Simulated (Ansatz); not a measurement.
**Changed inputs in constrained RPA: TiNF (Pmmn)**

What does U in TiNF (Pmmn) depend on besides the window?

Main program and level: Ansatz 0.2.0; constrained RPA on LDA, plane waves, PAW.

This is a report of a sequence of runs, with most program output left out.

### 1. Starting point

It takes space group Pmmn (No. 59, orthorhombic). The conventional cell has a = 3.062 Å, b = 3.964 Å, c = 7.871 Å, α = 90.00°, β = 90.00°, γ = 90.00°. Nearest to Ti lie 4 N at 2.01 Å and 2 F at 2.04 Å. N has 4 Ti at 2.01 Å nearest. Nearest to F lie 2 Ti at 2.04 Å. Farther neighbours and most contacts between anions are not listed.

Coordinates:

```
Ti N F
1.0
     0.00000   -2.16516   -2.16516
    -3.96439    0.00000    0.00000
     0.00000    5.56551   -5.56551
Ti N F
2 2 2
Direct
  0.50000 0.00000 0.89591
  0.00000 0.50000 0.10409
  0.50000 0.50000 0.93932
  0.00000 0.00000 0.06068
  0.00000 0.00000 0.72462
  0.50000 0.50000 0.27538
```

The cell and positions are those that the Materials Project relaxed with its own functionals (PBE, PBE+U or r2SCAN), kept fixed. The program's search for lower electronic states was switched off, so nothing shows that the state found is the lowest. The default PAW set here is soft_2. Its files were made with PBE.

### 2. Base: Ti t2g + anion p, bands v12 to c6, 6×4×2 mesh, medium accuracy

Constrained RPA screens the interaction with every transition except those inside the target bands, which a later many-body model would treat itself.

input.yaml reads:

```yaml
crystal:
  lattice:
    - [0.0, -2.16516379, -2.16516379]
    - [-3.964387, 0.0, 0.0]
    - [0.0, 5.56551444, -5.56551444]
  atoms:
    - { symbol: Ti, position: [0.5, 0.0, 0.895914] }
    - { symbol: Ti, position: [0.0, 0.5, 0.104086] }
    - { symbol: "N", position: [0.5, 0.5, 0.939316] }
    - { symbol: "N", position: [0.0, 0.0, 0.060684] }
    - { symbol: F, position: [0.0, 0.0, 0.724624] }
    - { symbol: F, position: [0.5, 0.5, 0.275376] }
kpoints:
  mp_grid: { grid: [8, 6, 4] }
hamiltonian:
  xc: lda
scf:
  occupations: { method: gaussian, width: 0.08 }
  n_extra_bands: 24
  max_iter: 150
  lower_state_search: "off"
output:
  crpa:
    kmesh: [6, 4, 2]
    target_bands: [v12, c6]
    projections:
      - { species: Ti, l: d, shell: 3, orbitals: [dxz, dyz, dxy] }
      - { species: F, l: p, shell: 2 }
      - { species: "N", l: p, shell: 2 }
  local_orbitals:
    kmesh: [12, 8, 4]
    orbitals:
      - { species: Ti, l: d, shell: 3, orbitals: [dxz, dyz, dxy] }
      - { species: F, l: p, shell: 2 }
      - { species: "N", l: p, shell: 2 }
    window: { bands: [v12, c6] }
    seedname: lo
```

Launch:

```sh
$ ansatz run input.yaml --threads 4 --pin off --max-ram 9216MiB --backend cpu --events-out ev --progress --plain --runs-dir out
```

It took 12 min on 4 threads of Arm Neoverse V2, shared host; peak memory 0.9 GiB; 48 min of CPU time.

This step gave:

| Property | Result |
| --- | --- |
| U | 6.976 eV |
| U prime (inter-orbital) | 5.935 eV |
| J | 0.5172 eV |
| bare V | 17.28 eV |
| bare J | 0.6451 eV |
| stated bound on U | 0.01039 eV |
| U over bare V | 0.4038 |
| electrons in the window | 24 |
| head of the constrained inverse dielectric matrix | 0.4412 |
| least eigenvalue of the projection's overlap | 0.4790 |
| target functions | 18 |
| bands in the sums | 60 |
| r.m.s. miss of the model bands | 7.68e-4 eV |
| width of the target bands | 9.063 eV |
| weight of the projected orbitals in the window | 0.9675 |

On the Ti t2g shell, screening brings the on-site interaction from 17.3 eV down to U = 6.98 eV.

### 3. Changed: 4×4×2 mesh

Changes to input.yaml since step 2:

```diff
@@ -23,3 +23,3 @@
   crpa:
-    kmesh: [6, 4, 2]
+    kmesh: [4, 4, 2]
     target_bands: [v12, c6]
@@ -29,9 +29 @@
       - { species: "N", l: p, shell: 2 }
-  local_orbitals:
-    kmesh: [12, 8, 4]
-    orbitals:
-      - { species: Ti, l: d, shell: 3, orbitals: [dxz, dyz, dxy] }
-      - { species: F, l: p, shell: 2 }
-      - { species: "N", l: p, shell: 2 }
-    window: { bands: [v12, c6] }
-    seedname: lo
```

The job ended after 5.9 min (4 threads; peak memory 0.86 GiB).

Numbers from this step:

* U: 7.016 eV
* U prime (inter-orbital): 5.974 eV
* J: 0.5174 eV
* bare V: 17.29 eV
* bare J: 0.6453 eV
* stated bound on U: 0.01073 eV
* U over bare V: 0.4058
* electrons in the window: 24
* head of the constrained inverse dielectric matrix: 0.4370
* least eigenvalue of the projection's overlap: 0.4790
* target functions: 18
* bands in the sums: 60
* width of the target bands: 9.063 eV
* weight of the projected orbitals in the window: 0.9675

On the Ti t2g shell, screening brings the on-site interaction from 17.3 eV down to U = 7.02 eV.

### 4. Changed: 2×2×2 mesh

Changes to input.yaml since step 3:

```diff
@@ -23,3 +23,3 @@
   crpa:
-    kmesh: [4, 4, 2]
+    kmesh: [2, 2, 2]
     target_bands: [v12, c6]
```

Run time: 57 s. Hardware: 4 threads; peak memory 0.78 GiB; 3.7 min of CPU time.

Numbers from this step:

```yaml
u: 7.344 eV
u_prime_inter_orbital: 6.278 eV
j: 0.5292 eV
bare_v: 17.64 eV
bare_j: 0.6589 eV
stated_bound_on_u: 0.01616 eV
u_over_bare_v: 0.4164
electrons_in_the_window: 24
head_of_the_constrained_inverse_dielectric_matrix: 0.3974
least_eigenvalue_of_the_projection_s_overlap: 0.4918
target_functions: 18
bands_in_the_sums: 60
width_of_the_target_bands: 9.063 eV
weight_of_the_projected_orbitals_in_the_window: 0.9675
```

On the Ti t2g shell, screening brings the on-site interaction from 17.6 eV down to U = 7.34 eV.

### 5. Changed: sums over states on smooth products

Changes to input.yaml since step 4:

```diff
@@ -23,3 +23,3 @@
   crpa:
-    kmesh: [2, 2, 2]
+    kmesh: [6, 4, 2]
     target_bands: [v12, c6]
@@ -29 +29,5 @@
       - { species: "N", l: p, shell: 2 }
+    accuracy: sum_over_states
+    pair_densities: pseudo
+    n_empty_bands: 48
+    ecut_chi: 136
```

Run time: 44 s. Hardware: 4 threads; peak memory 0.68 GiB.

This variant gives U = 7.08 eV against 6.98 eV. It is a finite sum over empty states with no bound on its error and stays out of the table below.

### 6. Changed: accuracy high

Changes to input.yaml since step 5:

```diff
@@ -29,5 +29,2 @@
       - { species: "N", l: p, shell: 2 }
-    accuracy: sum_over_states
-    pair_densities: pseudo
-    n_empty_bands: 48
-    ecut_chi: 136
+    accuracy: high
```

Run time: 23 min. Hardware: 4 threads; peak memory 0.99 GiB; 88 min of CPU time.

This step gave:

- U: 6.978 eV
- U prime (inter-orbital): 5.936 eV
- J: 0.5173 eV
- bare V: 17.28 eV
- bare J: 0.6451 eV
- stated bound on U: 6.84e-4 eV
- U over bare V: 0.4039
- electrons in the window: 24
- head of the constrained inverse dielectric matrix: 0.4412
- least eigenvalue of the projection's overlap: 0.4790
- target functions: 18
- bands in the sums: 60
- width of the target bands: 9.063 eV
- weight of the projected orbitals in the window: 0.9675

On the Ti t2g shell, screening brings the on-site interaction from 17.3 eV down to U = 6.98 eV.

### 7. Changed: more bands than orbitals

Changes to input.yaml since step 6:

```diff
@@ -24,3 +24,3 @@
     kmesh: [6, 4, 2]
-    target_bands: [v12, c6]
+    target_bands: [v12, c7]
     projections:
@@ -29,2 +29 @@
       - { species: "N", l: p, shell: 2 }
-    accuracy: high
```

Wall time 0.08 s (4 threads); peak memory 0.087 GiB.

The program refused the input before any cycle.

The program's message: “Error: invalid value for `output.crpa.projections`: 18 orbital(s) selected but the target window spans 19 band(s); name one orbital per band of it”

The fault put into this input: more bands than orbitals.

### 8. Side by side

Times are wall times on 4 threads of Arm Neoverse V2, shared host, good to a factor of about two.

```tsv
run	bare V (eV)	U (eV)	J (eV)	bound on U (eV)	width (eV)	time
target window	17.28	6.976	0.517	0.0104	9.06	12 min
4×4×2 mesh	17.29	7.016	0.517	0.0107	9.06	5.9 min
2×2×2 mesh	17.64	7.344	0.529	0.0162	9.06	57 s
accuracy high	17.28	6.978	0.517	0.0007	9.06	23 min
```

### 9. Outcome

* target window: U 6.98 eV, J 0.52 eV
* 4×4×2 mesh: U 7.02 eV, J 0.52 eV
* 2×2×2 mesh: U 7.34 eV, J 0.53 eV
* accuracy high: U 6.98 eV, J 0.52 eV

4×4×2 mesh moves U by +0.04 eV at 0.48 times the time. 2×2×2 mesh moves U by +0.37 eV at 0.077 times the time. Accuracy high moves U by +0.002 eV (within the solver's bounds, for the mean over orbitals). The printed bound covers the solver alone, not the mesh, and no denser mesh than the base was run. The parent state is non-magnetic and the interaction static (zero frequency); U depends on the window and the orbitals, so it belongs to this model alone. A window that holds the anion p bands defines a model with explicit ligands; its U belongs to that model and is not the U of DFT+U.

[Paths, hosts, dates, memory and timing lines, banners, echoed tables and standing remarks are left out of the program output.]

[Logs are printed without paths, hosts, clocks, repeated set-up lines and the standing remarks that a program may print on its own settings, such as how far it seeks lower states.]

[Runs of the session that timed out or met a known fault of the program may be left out.]

[Hosts, paths, dates, database ids (printed as entryN), source tags and the programs' standing remarks are cut or masked in the printed files.]
